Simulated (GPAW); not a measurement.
# A 7-layer slab of Ca(111) in an electric field, part 2 of 2

Aim: the dipole that a field along the normal induces in a 7-layer slab of Ca(111).

GPAW 26.7.0; GPAW, PAW setups; slab in vacuum, relaxation (the session's first sound run).

So far. Step 8 (Field on): The dipole is now 0.185 e Å, against 0.0026 in the run without a field.

### Step 9. Field on

The input, run.py:

```python
import json
import numpy as np
from ase import Atoms
from gpaw import GPAW, PW
from gpaw.external import ConstantElectricField

slab = Atoms(
    ['Ca', 'Ca', 'Ca', 'Ca', 'Ca', 'Ca', 'Ca'],
    positions=[
        [0.00000, 0.00000, 7.00000],
        [1.97283, 1.13901, 10.22161],
        [3.94566, 2.27803, 13.44323],
        [-0.00000, -0.00000, 16.66852],
        [1.97283, 1.13901, 19.91005],
        [3.94566, 2.27803, 23.12499],
        [-0.00000, -0.00000, 26.23489]],
    cell=[[3.94566, 0.0, 0.0], [1.97283, 3.41704, 0.0], [0.0, 0.0, 33.32969]],
    pbc=[True, True, False])

slab.calc = GPAW(mode=PW(400), xc='PBE', kpts={'size': (9, 9, 1), 'gamma': True},
                 occupations={'name': 'fermi-dirac', 'width': 0.1}, nbands='160%',
                 convergence={'density': 1e-05}, maxiter=200,
                 poissonsolver={'dipolelayer': 'xy'},
                 external=ConstantElectricField(0.2, [0, 0, 1]),
                 symmetry={'tolerance': 1e-3}, txt='slab.txt')
result = {}
energy = slab.get_potential_energy()
fermi = slab.calc.get_fermi_level()
v = slab.calc.get_electrostatic_potential().mean((0, 1)) - fermi
n = slab.calc.get_pseudo_density().mean((0, 1))
L = slab.cell[2, 2]
z = np.arange(len(v)) * L / len(v)
low, high = slab.positions[:, 2].min(), slab.positions[:, 2].max()
below, above = np.interp([low - 4.8, high + 4.8], z, v)
slopes = [np.interp(x, z, np.gradient(v, z)) for x in (low - 4.8, high + 4.8)]
eps = np.array([[slab.calc.get_eigenvalues(k, s) for k in range(len(slab.calc.get_ibz_k_points()))]
                for s in range(slab.calc.get_number_of_spins())]) - fermi
top, bottom = eps[eps < 0].max(), eps[eps > 0].min()
dipole = slab.get_dipole_moment()[2]
print(f'energy {energy:.4f} eV, Fermi level {fermi:.4f} eV, dipole {dipole:.5f} e A')
print(f'potential 4.8 A off the faces, from the Fermi level: lower {below:.4f} eV, upper {above:.4f} eV')
print(f'slope of the potential there: lower {slopes[0]:.5f}, upper {slopes[1]:.5f} eV/A')
print(f'nearest levels on the mesh: {top:.4f} and {bottom:.4f} eV')
print('magnetic moment', round(slab.get_magnetic_moment(), 3))
result.update(energy=energy, fermi=fermi, dipole=dipole, below=below, above=above, slopes=slopes, edges=[top, bottom],
              z=z.tolist(), v=v.tolist(), n=n.tolist(), positions=slab.positions.tolist(),
              forces=slab.get_forces(apply_constraint=False).tolist(), moments=slab.get_magnetic_moments().tolist())
json.dump(result, open('result.json', 'w'))
```

The run is started by

```console
$ OMP_NUM_THREADS=1 OPENBLAS_NUM_THREADS=1 python run.py
```

The job ended after 9.3 min (1 thread of Intel Xeon Platinum 8488C (Sapphire Rapids), shared host; peak memory 0.62 GiB).

The dipole is now 0.367 e Å, against 0.0026 in the run without a field.

### Step 10. Field on

run.py, as its differences from that of step 9:

```diff
@@ -23,3 +23,3 @@
                  poissonsolver={'dipolelayer': 'xy'},
-                 external=ConstantElectricField(0.2, [0, 0, 1]),
+                 external=ConstantElectricField(0.3, [0, 0, 1]),
                  symmetry={'tolerance': 1e-3}, txt='slab.txt')
```

Wall time 9.8 min (1 thread); peak memory 0.62 GiB.

The electrostatic potential energy of an electron (without an applied field's), less the Fermi level, planar mean oscillates, so the rows of the table below give means over windows of 3.23 Å about each position, cut where the curve ends. Its maxima inside the range that stand out by 2 % of the span (Å: eV): 0.9: 6.73, 8.5: 4.12, 11.8: 3.16, 15.0: 2.22, 18.2: 1.27, 21.5: 0.222, 24.7: -0.941. Its minima: 7.0: -9.04, 10.2: -9.88, 13.4: -10.9, 16.7: -11.8, 19.9: -12.8, 23.1: -13.7, 26.2: -14.8.

Table of electrostatic potential energy of an electron (without an applied field's), less the Fermi level, planar mean by z; means over each step:

z (Å), electrostatic potential energy of an electron (without an applied field's), less the Fermi level, planar mean (eV) and a bar from the least value:
```
     1.61        6.5 ##############################
     4.84        5.0 ##########################
     8.07       -0.7 ############
    11.30       -1.6 ##########
    14.53       -2.5 ########
    17.76       -3.5 ######
    20.99       -4.5 ###
    24.22       -5.8 
    27.45       -5.4 #
    30.68       -0.7 ############
```

The dipole is now 0.550 e Å, against 0.0026 in the run without a field.

### Step 11. The series

The members are put on one axis.

This step: induced dipole against applied field (GPAW 26.7.0).

Table of dipole along the normal by field:

| field (V/Å) | dipole along the normal (e·Å) |
| --- | --- |
| -0.200 | -0.362 |
| -0.100 | -0.180 |
| -0.050 | -0.0886 |
| 0.000 | 0.00263 |
| 0.050 | 0.0937 |
| 0.100 | 0.185 |
| 0.200 | 0.367 |
| 0.300 | 0.550 |

### Step 12. A changed run

One more run, with changed settings.

This step: GPAW, PAW setups; slab in vacuum (GPAW 26.7.0).

run.py, as its differences from that of step 10:

```diff
@@ -4,3 +4,2 @@
 from gpaw import GPAW, PW
-from gpaw.external import ConstantElectricField
 
@@ -21,5 +20,4 @@
                  occupations={'name': 'fermi-dirac', 'width': 0.1}, nbands='160%',
-                 convergence={'density': 1e-05}, maxiter=200,
+                 convergence={'density': 1e-05}, maxiter=6,
                  poissonsolver={'dipolelayer': 'xy'},
-                 external=ConstantElectricField(0.3, [0, 0, 1]),
                  symmetry={'tolerance': 1e-3}, txt='slab.txt')
```

Wall time 45 s (1 thread); peak memory 0.34 GiB.

The run stopped without converging, so none of its numbers is a property of the system.

The fault put into the input: too few SCF iterations (maxiter = 6).

### Step 13. Outcome

```
work function, upper and lower face            : 2.966 and 3.000 eV
dipole along the normal                        : 0.00263 e Å
induced dipole per field                       : 1.82 e Å per V/Å
out-of-plane polarisability per area, α/(ε0 A) : 24.5 Å
```

In words: The field induces 1.82 e Å per V/Å, a polarisable thickness α/(ε0 A) of 24.5 Å beside 19.2 Å between the outermost nuclei. A perfect conductor would give the distance between its two image planes; a dielectric of thickness t gives t(1 - 1/ε). The measured value for polycrystalline Ca, which weights the faces of low work function, is 2.87 eV (as compiled in "Anisotropic work function of elemental crystals", 2019, arxiv:1902.07811); the relaxed upper face lies 0.096 eV over it with PBE. Measured work functions scatter by a tenth of an eV or more between methods. The induced dipole is linear in the field over this range. The small printed dipole stands for a step of -35 meV from the lower to the upper face, and the probes find -34 meV; values this small are near the numerical noise of both. The in-plane lattice was kept as typed, which isn't the functional's own and leaves some strain; spin-orbit coupling and temperature are left out.

[Logs are printed without paths, hosts, clocks, repeated set-up lines and the standing remarks that a program may print on its own settings, such as how far it seeks lower states.]

[Hosts, paths, dates, database ids (printed as entryN), source tags and the programs' standing remarks are cut or masked in the printed files.]
